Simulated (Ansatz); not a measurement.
An input for Ansatz 0.2.0 (KI (Fm-3m)):

```yaml
crystal:
  lattice:
    - [0.0, 3.532775, 3.532775]
    - [3.532775, 0.0, 3.532775]
    - [3.532775, 3.532775, 0.0]
  atoms:
    - { symbol: K, position: [0.0, 0.0, 0.0] }
    - { symbol: I, position: [0.5, 0.5, 0.5] }
kpoints:
  mp_grid: { grid: [4, 4, 4] }
  band_path:
    path:
      - [0.0, 0.0, 0.0]
      - [0.5, 0.0, 0.5]
      - [0.625, 0.25, 0.625]
      - [0.375, 0.375, 0.75]
      - [0.5, 0.5, 0.5]
      - [0.5, 0.25, 0.75]
    npoints: 1
hamiltonian:
  xc: hse06
scf:
  occupations: { method: fixed }
  n_extra_bands: 8
magnetization:
  noncollinear: true
  spin_orbit: true
output:
  eigenvalues: true
  write_density: true
  write_potential: true
  elf: true
  volumetric_format: npy
```

```sh
ansatz run input.yaml --threads 3 --pin off --max-ram 92160MiB --backend cuda --events-out ev --progress --plain --runs-dir out --devices 1 --max-vram 13GiB
```

Question: Estimate wall time and host memory on 1 × NVIDIA H100 80GB HBM3 (shared by 6 runs) with 3 threads of AMD EPYC 7R13 (Zen 3), shared host.

It took 25 s; on shared hardware allow 12 s to 49 s. Peak host memory was 1.3 GiB. The sizes that set the cost: 1759 plane waves a state, 8 irreducible k points and 13 SCF cycles.

Exact exchange couples every pair of k points and filled bands, so it costs far more than a semilocal run.

[Paths, hosts, dates, memory and timing lines, banners, echoed tables and standing remarks are left out of the program output.]

[Logs are printed without paths, hosts, clocks, repeated set-up lines and the standing remarks that a program may print on its own settings, such as how far it seeks lower states.]

[Runs of the session that timed out or met a known fault of the program may be left out.]

[Cells called generated may have been cut or substituted from an entry of the Crystallography Open Database or the Materials Project.]

[Hosts, paths, dates, database ids (printed as entryN), source tags and the programs' standing remarks are cut or masked in the printed files.]
